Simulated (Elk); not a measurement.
## Energy mapping worked by hand: MnS (Alabandite)

Aim: get Heisenberg couplings of MnS (Alabandite) from the energies of collinear orders, with pencil and paper, and test them on an order left out of the fit.

Method: PBE with U = 4.00 eV on Mn d; all-electron APW+lo, Dirac cores, scalar-relativistic bands, in Elk 11.2.3 (patched build).

**1. The starting structure**

Symmetry: Fm-3m, No. 225, cubic system. The conventional cell has a = 5.224 Å, b = 5.224 Å, c = 5.224 Å, α = 90.00°, β = 90.00°, γ = 90.00°. Mn has 6 S at 2.61 Å nearest. Nearest to S lie 6 Mn at 2.61 Å. Farther neighbours and most contacts between anions are not listed.

Structure file:

```cif
data_structure
_symmetry_space_group_name_H-M 'Fm-3m'
_symmetry_Int_Tables_number 225
_cell_length_a 5.2236
_cell_length_b 5.2236
_cell_length_c 5.2236
_cell_angle_alpha 90.000
_cell_angle_beta 90.000
_cell_angle_gamma 90.000
_cell_volume 142.53
loop_
_atom_site_label
_atom_site_type_symbol
_atom_site_symmetry_multiplicity
_atom_site_Wyckoff_symbol
_atom_site_fract_x
_atom_site_fract_y
_atom_site_fract_z
_atom_site_occupancy
Mn1 Mn 4 a 0.00000 0.00000 0.00000 1
S1 S 4 b 0.50000 0.00000 0.00000 1
```

**2. The parallel order**

All energies count from this run. A Hubbard term is added for the open shell, at a value in common use.

Moments are seeded by fields in the spheres (the last three columns under atoms), set against the wanted direction and reduced each loop.

Input file elk.in:

```
tasks
  0

xctype
  20

rgkmax
  7.0

nempty
  12

swidth
  0.001837

reducebf
  0.6

epsengy
  1e-05

maxscl
  100

lmaxi
  3

lmaxo
  10

lmaxapw
  10

spinpol
  .true.

sppath
  './'

avec
  0.00000000000 4.93558669230 4.93558669230
  4.93558669230 0.00000000000 4.93558669230
  4.93558669230 4.93558669230 0.00000000000

atoms
  2
  'Mn.in'
  1
  0.0000000000 0.0000000000 0.0000000000   0.000000 0.000000 -0.450000
  'S.in'
  1
  0.5000000000 0.5000000000 0.5000000000   0.000000 0.000000 0.000000

ngridk
  8 8 8

dft+u
  1 1
  1 2 0.146997 0.000000
```

On the command line:

```bash
$ OMP_NUM_THREADS=4 elk
```

Numbers of over 12 decimals in the logs are rounded to 6 here.

Log:

```text
┌─────────────────────────┐
│ Elk code version 11.2.3 │
└─────────────────────────┘

All units are atomic (Hartree, Bohr, etc.)

┌─────────────────────────────────────────────────┐
│ Ground-state run starting from atomic densities │
└─────────────────────────────────────────────────┘

Lattice vectors :
   0.000000000       4.935586692       4.935586692
   4.935586692       0.000000000       4.935586692
   4.935586692       4.935586692       0.000000000

Species : 1 (Mn)
 muffin-tin radius :    2.400000000
[...]
total in muffin-tins        :    38.05964387
 total calculated charge     :    40.99993324
 total charge                :    41.00000000
 error                       :   0.6676251346E-04

Moments :
 interstitial                :   0.2821166962
 muffin-tins
  species : 1 (Mn)
   atom 1                    :    4.615393268
  species : 2 (S)
   atom 1                    :   0.1024466505
 total in muffin-tins        :    4.717839918
 total moment                :    4.999956614

┌──────────────────────────────┐
│ Self-consistent loop stopped │
└──────────────────────────────┘

Wrote STATE.OUT

[key lines of the parts left out:]
total energy                :     -1557.8437849108
```

Elapsed: 90 s, on 4 threads of Arm Neoverse V1, shared host; peak memory 0.27 GiB; 5.5 min of CPU time.

Spin moment in the muffin-tin sphere by atom:

| atom | spin moment in the muffin-tin sphere (μB) |
| --- | --- |
| Mn1 | 4.62 |
| S2 | 0.10 |

Read from the output:

```
density of states at the Fermi level : 8.54e-4 states/eV/cell
moment between the spheres           : 0.2821 μB
magnetization                        : 5.000 μB
final state                          : ferromagnetic
```

After 21 cycles the largest moment stands at 4.62 μB.

**3. The orders used for the fit**

The other orders were run with the same settings, on meshes that hold the same points. Free energies (smearing 0.05 eV, its entropy term included) are divided by the number of Mn atoms; q is in fractions of the reciprocal vectors of the first run's cell.

| order | atoms | mesh | free energy (eV) | eV per Mn | largest moment (μB) |
| --- | --- | --- | --- | --- | --- |
| F + | 2 | 8×8×8 | -42391.0889 | -42391.0889 | 4.62 |
| AF q=(0,1/2,1/2) +- | 4 | 8×4×8 | -84782.2188 | -42391.1094 | 4.59 |

**4. Counting neighbours**

With E = −Σ J e_i·e_j over ordered pairs of unit vectors, turning a neighbour from parallel to opposed costs 2J a Mn atom. So an order lies 2 Σ n J over the parallel one, n being the opposed neighbours in each shell.

| shell | distance (Å) | neighbours | opposed in AF q=(0,1/2,1/2) +- | opposed in AF q=(0,0,1/2) +- |
| --- | --- | --- | --- | --- |
| J1 | 3.69 | 12 | 8 | 6 |
| J2 | 5.22 | 6 | 0 | 6 |

Only J1 is kept.

**5. Solving**

```
2 × 8 × J1 = -20.48 meV    (AF q=(0,1/2,1/2) +-)
J1 = -1.28 meV
```

**6. The test**

The couplings now give the orders that were left out:

```
2 × 6 × (-1.28) = -15.36 meV    (AF q=(0,0,1/2) +-)
```

The runs themselves:

| order | atoms | mesh | free energy (eV) | eV per Mn | largest moment (μB) | over the parallel order (meV) | foretold (meV) |
| --- | --- | --- | --- | --- | --- | --- | --- |
| AF q=(0,0,1/2) +- | 4 | 8×8×4 | -84782.2822 | -42391.1411 | 4.53 | -52.13 | -15.36 |

**7. One more shell**

The miss asks for the next shell, which takes one more order into the fit and leaves none for a test.

```
2 × 8 × J1 = -20.48 meV    (AF q=(0,1/2,1/2) +-)
2 × 6 × J1 + 2 × 6 × J2 = -52.13 meV    (AF q=(0,0,1/2) +-)
J1 = -1.28 meV
J2 = -3.06 meV
```

**8. Results**

```yaml
j1_mn_mn_at_3p69_a: -1.28 meV
largest_miss_on_the_orders_left_out: 37 meV
j1_with_2_shells: -1.28 meV
j2_with_2_shells: -3.06 meV
```

The model misses the order left out by 37 meV, 71 % of the span of the orders, so it fails: these couplings alone don't describe the crystal. With the next shell added the couplings are J1 = -1.28 and J2 = -3.06 meV, untested. The first dropped shell that the test feels is J2 at 5.22 Å. The site moments spread by 1.9 % over the orders. The couplings are effective ones: further shells with opposed neighbours are folded into them or show in the miss. No mean-field temperature is given: it needs a model that holds, an unfrustrated order and couplings in all three dimensions.

[Logs and program files are shortened in this print: banners, set-up blocks, solver, clock and traceback lines can be left out without a mark of their own.]

[Logs are printed without paths, hosts, clocks, repeated set-up lines and the standing remarks that a program may print on its own settings, such as how far it seeks lower states.]

[Hosts, paths, dates, database ids (printed as entryN), source tags and the programs' standing remarks are cut or masked in the printed files.]

[Where a cell is said to come from a database of computed structures, the database is the Materials Project.]
